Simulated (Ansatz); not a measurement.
# λ, α²F and ρ(T) of Mg-Sc-Mg stack of (100) layers

The plan: relax Mg-Sc-Mg stack of (100) layers, check its phonons, and, if the lattice is stable, compute its Eliashberg function and ρ(T).

Method: DFT PBEsol, scalar-relativistic, plane waves, PAW, in Ansatz 0.2.0.

### 1. The starting structure

The cell holds 3 atoms: 2 Mg and 1 Sc. Cell: a = 3.283 Å, b = 3.283 Å, c = 15.643 Å, α = 90.0°, β = 90.0°, γ = 90.0°. Vacuum lies along c.

### 2. Relaxing cell and atoms

The structure is brought to rest under this functional.

input.yaml reads:

```yaml
crystal:
  lattice:
    - [3.28344, 0.0, 0.0]
    - [0.0, 3.28344, 0.0]
    - [0.0, 0.0, 15.64349]
  atoms:
    - { symbol: Mg, position: [0.0, 0.0, 0.351584] }
    - { symbol: Sc, position: [0.5, 0.5, 0.5] }
    - { symbol: Mg, position: [0.0, 0.0, 0.648416] }
  periodic: [true, true, false]
kpoints:
  mp_grid: { grid: [10, 10, 1] }
hamiltonian:
  xc: pbesol
scf:
  occupations: { method: gaussian, width: 0.1 }
output:
  forces: true
  stress: true
  eigenvalues: true
  write_density: true
  write_potential: true
  elf: true
  volumetric_format: npy
relax:
  adjacent_minimum: "off"
  f_tol: 0.005
  max_steps: 80
  cell: { stress_2d_tol: 0.02 }
```

Started as:

```console
$ ansatz run input.yaml --threads 4 --pin off --max-ram 16384MiB --backend cpu --events-out ev --progress --plain --runs-dir out
```

Numbers of over 12 decimals in the logs are rounded to 6 here.

Output:

```text
Warning: crystal.periodic: the lattice vector that does not repeat stood 0.000° off the slab's normal, 15.643 Å along it as the deck builds it. The run solves the slab on a vector along the normal, 33.087 Å long, with every atom where it was (on the deck's vector they left 11.00 Å outside them, and the widest stretch free of ions among them is 2.32 Å). A fractional position that the run reports is one of the run's ce [...]
crystal.periodic: the lattice vector that does not repeat stood 0.000° off the slab's normal, 15.643 Å along it as the deck builds it. The run solves the slab on a vector along the normal, 33.087 Å long, with every atom where it was (on the deck's vector they left 11.00 Å outside them, and the widest stretch free of ions among them is 2.32 Å). A fractional position that the run reports is one of the run's cell, which [...]
Engine: ansatz 0.2.0, aarch64-unknown-linux-gnu
Pseudopotentials: kind: paw
Pseudopotential: Mg, paw, valence charge 10, recommended cutoff 420 eV (normal), Mg.paw.azcp
Pseudopotential: Sc, paw, valence charge 11, recommended cutoff 420 eV (normal), Sc.paw.azcp
Functional definition: PBEsol
  exchange = pbesol_x
  correlation = pbesol_c
Crystal: 3 atoms, lattice volume = 356.710 Å³
Basis set: ecut = 420 eV, 7063 PW (Γ), exchange–correlation on 48×48×450 points (8 copies of the dense FFT grid, shifted against one another)
Bands: 20, of which v1, the nominal top of the filled ones, is band 16 counted from 1 (15 counted from 0)
Symmetry: 16 space group operations
Space group: P4/mmm (ITA 123), of the structure as read, at distance tolerance 7.1e-5 Å
k-points: 21 of 100
Non-local potential: Mg, projectors of the file, l = 0: 3, l = 1: 2, l = 2: 1
Non-local potential: Sc, projectors of the file, l = 0: 3, l = 1: 2, l = 2: 3, l = 3: 1
PAW form: soft (Blöchl's): semilocal exchange-correlation on the pseudo side does not see the compensation charge
PAW frozen core: Mg, regenerated for the run's functional, and the local potential with it (the file was generated under x = pbe(κ = 0.804, μ = 0.219515), c = pbe(β = 0.066725))
PAW frozen core: Sc, regenerated for the run's functional, and the local potential with it (the file was generated under x = pbe(κ = 0.804, μ = 0.219515), c = pbe(β = 0.066725))
PAW one-centre angular grid: Mg, 110 points (default); XC on 64 Gauss nodes
PAW one-centre angular grid: Sc, 590 points (default); XC on 64 Gauss nodes
Initial density: superposition of atomic densities (neutral atoms: chi_scale 0, normalization atom), corrected by the library's trained network
Initial wavefunctions: pseudopotential atomic-orbital guess
Functional: x = pbesol(κ = 0.804, μ = 0.123457), c = pbesol(β = 0.046)
SCF iter   1: F=—  HF=-5934.440337 eV  |F-HF|=—  |Δ(HF+E_count)|=         —  Δρ=2.45e-3  dr2=2.80e-2  ethr=1.77e-3  ⟨swp⟩=9.7  Hψ=2478  notcnv=0
preconditioner: auto → LDOS  [metal: Δε(μ)=0.023 eV  Ē_g=3.153 eV  σ=0.100 eV  W_gap=0.13  n_scr=18 (ndim 8)  ℏωp=5.2 eV  f_vac=0.717  D(μ)=4.36/eV (n_scr^D=14)  β→1.0]
SCF iter   2: F=—  HF=-5934.433952 eV  |F-HF|=—  |Δ(HF+E_count)|=   6.38e-3  Δρ=8.57e-4  dr2=2.86e-3  ethr=9.03e-5  ⟨swp⟩=3.1  Hψ=1133  notcnv=0
SCF iter   3: F=—  HF=-5934.433351 eV  |F-HF|=—  |Δ(HF+E_count)|=   6.01e-4  Δρ=4.04e-4  dr2=6.46e-4  ethr=9.21e-6  ⟨swp⟩=2.2  Hψ=755  notcnv=0
SCF iter   4: F=—  HF=-5934.433191 eV  |F-HF|=—  |Δ(HF+E_count)|=   1.60e-4  Δρ=8.97e-5  dr2=9.34e-5  ethr=2.09e-6  ⟨swp⟩=3.7  Hψ=918  notcnv=0
SCF iter   5: F=—  HF=-5934.433133 eV  |F-HF|=—  |Δ(HF+E_count)|=   5.86e-5  Δρ=2.28e-5  dr2=2.39e-6  ethr=3.01e-7  ⟨swp⟩=2.0  Hψ=460  notcnv=0
SCF iter   6: F=—  HF=-5934.433134 eV  |F-HF|=—  |Δ(HF+E_count)|=   1.43e-6  Δρ=8.77e-6  dr2=5.33e-7  ethr=7.71e-9  ⟨swp⟩=2.7  Hψ=570  notcnv=0
SCF iter   7: F=-5934.433134 eV  HF=-5934.433134 eV  |F-HF|=2.49e-8  |Δ(HF+E_count)|=   1.98e-7  Δρ=2.46e-6  dr2=2.55e-8  ethr=3.23e-10  ⟨swp⟩=14.2  Hψ=3893  notcnv=0
SCF 1 converged in 7 iterations: F = -5934.433134 eV  dr2 = 2.55e-8
  greatest PAW one-centre occupation: 1.000 electrons in one spin orbital (limit 2), on the Mg atom at site 2 (counted from 0), in its partial waves of l = 0
relax step   1: F+E_penalty+E_count = -5934.43313442 eV  Δ(F+E_penalty+E_count) = +0.000e0 eV  max|allowed force component| = 4.895e-1 eV/Å  Δτ_max = 0.0000 Å  P = -3.144 N/m  Ω = 356.710 Å³  fix = [c, alpha, beta]  reactions: c +0.000 N/m  (7 SCF iters, dr2 threshold 1.00e-7 eV, accepted)
Crystal: 3 atoms, lattice volume = 346.239 Å³
Basis set: ecut = 420 eV, 6847 PW (Γ), exchange–correlation on 48×48×450 points (8 copies of the dense FFT grid, shifted against one another)
Initial density: handed on by an earlier stage of this run
Initial wavefunctions: those handed on with the density
iter 1 solved again at ethr=2.12e-3 eV; its pass at ethr=3.10e-3 eV (dr2=6.58e-1 eV) is discarded
SCF iter   1: F=—  HF=-5934.641254 eV  |F-HF|=—  |Δ(HF+E_count)|=         —  Δρ=5.02e-3  dr2=6.41e-1  ethr=2.12e-3  ⟨swp⟩=1.3  Hψ=3165  notcnv=0
preconditioner: auto → LDOS  [metal: Δε(μ)=0.033 eV  Ē_g=3.319 eV  σ=0.100 eV  W_gap=0.18  n_scr=18 (ndim 8)  ℏωp=5.3 eV  f_vac=0.732  D(μ)=5.41/eV (n_scr^D=16)  β→1.0]
SCF iter   2: F=—  HF=-5934.589577 eV  |F-HF|=—  |Δ(HF+E_count)|=   5.17e-2  Δρ=1.81e-3  dr2=2.54e-2  ethr=2.07e-3  ⟨swp⟩=2.6  Hψ=555  notcnv=0
SCF iter   3: F=—  HF=-5934.587400 eV  |F-HF|=—  |Δ(HF+E_count)|=   2.18e-3  Δρ=8.76e-4  dr2=1.17e-2  ethr=8.21e-5  ⟨swp⟩=2.9  Hψ=663  notcnv=0
SCF iter   4: F=—  HF=-5934.587050 eV  |F-HF|=—  |Δ(HF+E_count)|=   3.50e-4  Δρ=5.51e-4  dr2=2.96e-3  ethr=3.78e-5  ⟨swp⟩=1.7  Hψ=437  notcnv=0
SCF iter   5: F=—  HF=-5934.586702 eV  |F-HF|=—  |Δ(HF+E_count)|=   3.48e-4  Δρ=1.33e-4  dr2=1.74e-4  ethr=9.56e-6  ⟨swp⟩=2.0  Hψ=555  notcnv=0
SCF iter   6: F=—  HF=-5934.586627 eV  |F-HF|=—  |Δ(HF+E_count)|=   7.54e-5  Δρ=5.52e-5  dr2=2.32e-5  ethr=5.62e-7  ⟨swp⟩=2.0  Hψ=539  notcnv=0
SCF iter   7: F=-5934.586624 eV  HF=-5934.586623 eV  |F-HF|=6.43e-7  |Δ(HF+E_count)|=   3.18e-6  Δρ=8.85e-6  dr2=1.72e-7  ethr=9.68e-10  ⟨swp⟩=16.1  Hψ=4260  notcnv=0
SCF 2 converged in 7 iterations: F = -5934.586624 eV  dr2 = 1.72e-7
relax step   2: F+E_penalty+E_count = -5934.58662400 eV  Δ(F+E_penalty+E_count) = -1.535e-1 eV  max|allowed force component| = 4.011e-2 eV/Å  Δτ_max = 0.1950 Å  P = -1.043 N/m  Ω = 346.239 Å³  energy of the carried Pulay correction = +6.827e-5 eV  fix = [c, alpha, beta]  reactions: c +0.000 N/m  (7 SCF iters, dr2 threshold 3.00e-7 eV, accepted)
Crystal: 3 atoms, lattice volume = 339.149 Å³
Basis set: ecut = 420 eV, 6639 PW (Γ), exchange–correlation on 48×48×450 points (8 copies of the dense FFT grid, shifted against one another)
iter 1 solved again at ethr=8.74e-5 eV; its pass at ethr=3.10e-3 eV (dr2=2.71e-2 eV) is discarded
SCF iter   1: F=—  HF=-5934.598646 eV  |F-HF|=—  |Δ(HF+E_count)|=         —  Δρ=9.20e-4  dr2=2.72e-2  ethr=8.74e-5  ⟨swp⟩=1.8  Hψ=2844  notcnv=0
preconditioner: auto → LDOS  [metal: Δε(μ)=0.035 eV  Ē_g=3.394 eV  σ=0.100 eV  W_gap=0.20  n_scr=18 (ndim 8)  ℏωp=5.3 eV  f_vac=0.731  D(μ)=4.78/eV (n_scr^D=16)  β→1.0]
SCF iter   2: F=—  HF=-5934.596026 eV  |F-HF|=—  |Δ(HF+E_count)|=   2.62e-3  Δρ=3.46e-4  dr2=1.12e-3  ethr=8.74e-5  ⟨swp⟩=2.2  Hψ=480  notcnv=0
SCF iter   3: F=—  HF=-5934.595977 eV  |F-HF|=—  |Δ(HF+E_count)|=   4.93e-5  Δρ=1.56e-4  dr2=4.44e-4  ethr=3.60e-6  ⟨swp⟩=2.9  Hψ=615  notcnv=0
SCF iter   4: F=—  HF=-5934.595955 eV  |F-HF|=—  |Δ(HF+E_count)|=   2.21e-5  Δρ=8.56e-5  dr2=7.44e-5  ethr=1.43e-6  ⟨swp⟩=1.8  Hψ=459  notcnv=0
SCF iter   5: F=—  HF=-5934.595908 eV  |F-HF|=—  |Δ(HF+E_count)|=   4.66e-5  Δρ=1.86e-5  dr2=2.43e-6  ethr=2.40e-7  ⟨swp⟩=2.0  Hψ=495  notcnv=0
SCF iter   6: F=-5934.595908 eV  HF=-5934.595908 eV  |F-HF|=1.71e-7  |Δ(HF+E_count)|=   1.72e-7  Δρ=6.22e-6  dr2=2.75e-7  ethr=9.68e-10  ⟨swp⟩=17.6  Hψ=3951  notcnv=0
SCF 3 converged in 6 iterations: F = -5934.595908 eV  dr2 = 2.75e-7
relax step   3: F+E_penalty+E_count = -5934.59590762 eV  Δ(F+E_penalty+E_count) = -9.284e-3 eV  max|allowed force component| = 3.936e-2 eV/Å  Δτ_max = 0.0080 Å  P = -0.324 N/m  Ω = 339.149 Å³  energy of the carried Pulay correction = +1.157e-4 eV  fix = [c, alpha, beta]  reactions: c +0.000 N/m  (6 SCF iters, dr2 threshold 3.00e-7 eV, accepted)
[...]
relax step   4: F+E_penalty+E_count = -5934.59934303 eV  Δ(F+E_penalty+E_count) = -3.435e-3 eV  max|allowed force component| = 1.008e-2 eV/Å  Δτ_max = 0.0314 Å  P = +0.024 N/m  Ω = 332.873 Å³  energy of the carried Pulay correction = +1.584e-4 eV  fix = [c, alpha, beta]  reactions: c +0.000 N/m  (6 SCF iters, dr2 threshold 1.23e-7 eV, accepted)
[...]
relax step   5: F+E_penalty+E_count = -5934.59938427 eV  Δ(F+E_penalty+E_count) = -4.124e-5 eV  max|allowed force component| = 1.427e-4 eV/Å  Δτ_max = 0.0043 Å  P = +0.002 N/m  Ω = 332.724 Å³  energy of the carried Pulay correction = +1.594e-4 eV  fix = [c, alpha, beta]  reactions: c +0.000 N/m  (6 SCF iters, dr2 threshold 6.35e-9 eV, accepted)
Initial wavefunctions: pseudopotential atomic-orbital guess (no wavefunctions were taken with the density)
iter 1 solved again at ethr=5.60e-7 eV; its pass at ethr=3.10e-3 eV (dr2=1.74e-4 eV) is discarded
SCF iter   1: F=—  HF=-5934.599237 eV  |F-HF|=—  |Δ(HF+E_count)|=         —  Δρ=1.89e-5  dr2=1.61e-7  ethr=5.60e-7  ⟨swp⟩=5.1  Hψ=3922  notcnv=0
eigensolver tolerance schedule: the retry pair's looser diagonalisation over-reported the residual by 1075.27 of it (diagonalisation noise at 0.24 of the residual, at the tolerance the schedule requests for it); recorded, not acted on — ethr = c·dr2/N_el stays at c = 1.0e-1
preconditioner: auto → LDOS  [metal: Δε(μ)=0.060 eV  Ē_g=3.416 eV  σ=0.100 eV  W_gap=0.32  n_scr=18 (ndim 8)  ℏωp=5.4 eV  f_vac=0.729  D(μ)=4.47/eV (n_scr^D=16)  β→1.0]
SCF iter   2: F=—  HF=-5934.599210 eV  |F-HF|=—  |Δ(HF+E_count)|=   2.71e-5  Δρ=5.98e-6  dr2=1.30e-7  ethr=5.21e-10  ⟨swp⟩=3.9  Hψ=1060  notcnv=0
SCF iter   3: F=—  HF=-5934.599210 eV  |F-HF|=—  |Δ(HF+E_count)|=   4.74e-8  Δρ=1.62e-6  dr2=5.35e-9  ethr=4.18e-10  ⟨swp⟩=2.9  Hψ=763  notcnv=0
SCF iter   4: F=—  HF=-5934.599210 eV  |F-HF|=—  |Δ(HF+E_count)|=   1.96e-8  Δρ=5.10e-7  dr2=1.53e-9  ethr=1.72e-11  ⟨swp⟩=3.1  Hψ=747  notcnv=0
SCF iter   5: F=—  HF=-5934.599210 eV  |F-HF|=—  |Δ(HF+E_count)|=   1.69e-9  Δρ=2.52e-7  dr2=4.97e-10  ethr=4.95e-12  ⟨swp⟩=1.9  Hψ=466  notcnv=0
SCF iter   6: F=—  HF=-5934.599210 eV  |F-HF|=—  |Δ(HF+E_count)|=   1.58e-9  Δρ=7.57e-8  dr2=1.52e-11  ethr=1.60e-12  ⟨swp⟩=2.2  Hψ=505  notcnv=0
SCF iter   7: F=-5934.599210 eV  HF=-5934.599210 eV  |F-HF|=1.03e-10  |Δ(HF+E_count)|=  8.55e-11  Δρ=1.10e-8  dr2=2.64e-13  ethr=1.00e-12  ⟨swp⟩=9.9  Hψ=2648  notcnv=0
SCF 6 converged in 7 iterations: F = -5934.599210 eV  dr2 = 2.64e-13
relax step   6: F+E_penalty+E_count = -5934.59920982 eV  Δ(F+E_penalty+E_count) = +1.744e-4 eV  max|allowed force component| = 1.576e-4 eV/Å  Δτ_max = 0.0000 Å  P = +0.002 N/m  Ω = 332.724 Å³  fix = [c, alpha, beta]  reactions: c +0.000 N/m  stress off target by 2.13e-3 N/m on what of the cell is left free  SCF on the basis re-selected at this cell (its energy is not comparable with the rows above)  (7 SCF iters)
basis re-selected at this cell: Δ(F+E_penalty+E_count) = +1.744e-4 eV, ΔP = +0.000 N/m vs the last step (what re-selecting the basis moved, of the pressure what is left beyond the Pulay correction that the steps carried, after the strain that the cell walked since its last selection, with what the two solves' SCF thresholds leave and, on support functions, any second-order correction that the steps lacked; it is no m [...]
SCF converged after 7 iterations
Free energy (F): -5934.599210 eV
Harris-Foulkes:  -5934.599210 eV  (|F-HF|=1.03e-10)
Internal energy: -5934.576868 eV  (E = F + TS)
E sigma→0 (E₀):  -5934.588039 eV
Entropy (-TS):   -0.022342 eV (-7.447 meV/atom)
Fermi energy:    -3.108552 eV
--- Per-component energies (eV) ---
  E_band       = -1188.887637
  E_kinetic    = 409.941613
  E_local      = -57886.519144  (includes V_loc(G=0)·N_el)
  E_nonlocal   = 277.973429
  E_hartree    = 28189.973260
  E_xc         = -158.446646
  E_vxc        = -199.975815  (∫ρ·V_xc dr)
  E_paw        = -1494.900640  (= ΣΔE_a)
  E_vpaw       = -170.254280  (= ΣTr[D̂ρ^β])
  E_aug_tail   = 0.000005  (compensation charges beyond the density's cutoff)
  E_ewald      = 24727.154506
  E_core_change = 0.246750  (= ΣΔE_core)
  E_smearing   = -0.022342  (= −TS)
  E_closure    = -0.000000  (closes the sum)
  Σ components = -5934.599210   (vs F -5934.599210, Δ=0.00e0)
--- Forces (eV/Å), atoms counted from 1 ---
  atom   1  Mg    -0.00000000     0.00000000    -0.00015764
  atom   2  Sc    -0.00000000    -0.00000000     0.00000000
  atom   3  Mg    -0.00000000     0.00000000     0.00015764
  max |Σ_I F_I| component: 7.83e-28 eV/Å
--- 2D stress c σ (N/m, compression-positive) ---
        0.002130       0.000000       0.000000
        0.000000       0.002130       0.000000
        0.000000       0.000000       0.000000
  P = ½ c Tr σ = 0.0021 N/m
--- Band table (eV; the first three rows and the last of 21) ---
  k-point 0: bands = [... 12 lower, -8.8438, -7.4863, -5.2637, -3.1531, -2.8133, -2.3002, -0.6911, -0.6911]
  k-point 1: bands = [... 12 lower, -8.6807, -7.3578, -5.1064, -3.0927, -2.7635, -2.2091, -0.8647, -0.6614]
  k-point 2: bands = [... 12 lower, -8.2020, -6.9794, -4.6528, -2.9880, -2.7027, -1.9808, -1.1473, -0.5822]
  k-point 20: bands = [... 12 lower, -4.7585, -3.3816, -3.3816, -1.9786, -1.8592, -1.8592, 0.3133, 0.5223]
--- Relaxed structure (5 steps of the walk, 5 accepted, 1 SCFs on fresh bases) ---
  F+E_penalty+E_count = -5934.59920982 eV   max|allowed force component| = 1.576e-4 eV/Å   (the final SCF, on the basis selected at the relaxed cell)
  cell:  # Å, volume = 332.7242 Å³
    - [3.171127, 0, 0.0]
    - [0, 3.171127, 0.0]
    - [0.0, 0.0, 33.08697684736]
  atoms:
    - { symbol: Mg, position: [0, 0, 0.171283] }
    - { symbol: Sc, position: [0.500000, 0.500000, 0.236400] }
    - { symbol: Mg, position: [0, 0, 0.301516] }
```

Run time: 16 s. Hardware: 4 threads of Arm Neoverse V1, shared host; peak memory 0.67 GiB; 60 s of CPU time.

Relaxation path:

```
step  energy less that of the first step (eV)  largest force component (eV/Å)  volume (Å³)
   1                                   0.0000                          0.4895       356.71
   2                                  -0.1535                          0.0401       346.24
   3                                  -0.1628                          0.0394       339.15
   4                                  -0.1662                          0.0101       332.87
   5                                  -0.1663                          0.0001       332.72
  6*                                  -0.1661                          0.0002       332.72
```

Relaxation steps marked * repeat the geometry before them on a plane-wave basis chosen anew for their cell, so energy and pressure can jump there.

The run keeps the 16 symmetry operations that it works with, so distortions that break them were not tested.

| cell as run | before | after | change |
| --- | --- | --- | --- |
| a (Å) | 3.283 | 3.171 | -3.4 % |
| b (Å) | 3.283 | 3.171 | -3.4 % |

The atoms that moved most (Å, along periodic axes as changes of fractional coordinates times the final cell, across vacuum about the mean position):

```
atom     dx     dy      dz  length
 Mg1  0.000  0.000   0.167   0.167
 Mg3  0.000  0.000  -0.167   0.167
```

The relaxed structure:

```cif
data_structure
_symmetry_space_group_name_H-M 'P 1'
_symmetry_Int_Tables_number 1
_cell_length_a 3.1711
_cell_length_b 3.1711
_cell_length_c 33.0870
_cell_angle_alpha 90.000
_cell_angle_beta 90.000
_cell_angle_gamma 90.000
_cell_volume 332.72
loop_
_atom_site_label
_atom_site_type_symbol
_atom_site_fract_x
_atom_site_fract_y
_atom_site_fract_z
_atom_site_occupancy
Mg1 Mg 0.00000 0.00000 0.17128 1
Sc2 Sc 0.50000 0.50000 0.23640 1
Mg3 Mg 0.00000 0.00000 0.30152 1
```

Numbers from this step:

* metallic on mesh: yes
* gap on the k-mesh: 0 eV

Electrostatic potential energy in the ca plane at fractional y = 0.000, with atoms of Mg within 0.2 Å of it. With pseudopotentials it is smooth inside the atoms' cores, unlike the true potential.

Ten even steps from '0' (-54 eV) to '9' (0 eV), each cell a mean:
```
99999999999987300489999997200489999999999999
99999999999998755799999998755789999999999999
99999999999999888999999999988999999999999999
99999999999999999999999999999999999999999999
99999999999999999999999999999999999999999999
99999999999999877899999999877899999999999999
99999999999998512689999998512689999999999999
99999999999987100389999997100379999999999999
```
Columns run along c (16.0 Å, from fractional 0.00 to 0.48 of the cell; values clipped at the 3rd and 97th percentile), rows up along a (3.2 Å). Atoms in or near the plane, at fractional coordinates: Mg at (0.17, 0.00), Mg at (0.30, 0.00).

ELF in the ca plane at fractional y = 0.000, with atoms of Mg within 0.2 Å of it. It is the smooth field of the valence electrons, not physical close to the nuclei.

Ten even steps from '0' (0.00) to '9' (0.75), each cell a mean:
```
00000000012311445317999951445302310000000000
00000000012431122147777762122014320000000000
00000000012466423577544677433466421000000000
00000000012578999986422478999986421000000000
00000000012578777886433578877776421000000000
00000000012453111267655675111135420000000000
00000000012320354227888861254202310000000000
00000000012211534416999951534401210000000000
```
Columns run along c (16.0 Å, from fractional 0.00 to 0.48 of the cell), rows up along a (3.2 Å). Atoms in or near the plane, at fractional coordinates: Mg at (0.17, 0.00), Mg at (0.30, 0.00).

Valence density in the ca plane at fractional y = 0.000, with atoms of Mg within 0.2 Å of it. It is the smooth field of the valence electrons, not physical close to the nuclei.

Values in e/Å³, 5 rows by 16 columns, each cell a mean:
```
 0  0  0  0  0  6  1  0  0  2  5  0  0  0  0  0
 0  0  0  0  0  0  0  0  0  0  0  0  0  0  0  0
 0  0  0  0  0  0  0  0  0  0  0  0  0  0  0  0
 0  0  0  0  0  0  0  0  0  0  0  0  0  0  0  0
 0  0  0  0  0 10  3  0  0  4  9  0  0  0  0  0
```
Columns run along c (16.0 Å, from fractional 0.00 to 0.48 of the cell), rows up along a (3.2 Å). Atoms in or near the plane, at fractional coordinates: Mg at (0.17, 0.00), Mg at (0.30, 0.00).

The relaxation ends with a largest force component of 1.6e-4 eV/Å.

[end of part 1 of 4]

[Logs are printed without paths, hosts, clocks, repeated set-up lines and the standing remarks that a program may print on its own settings, such as how far it seeks lower states.]

[Hosts, paths, dates, database ids (printed as entryN), source tags and the programs' standing remarks are cut or masked in the printed files.]
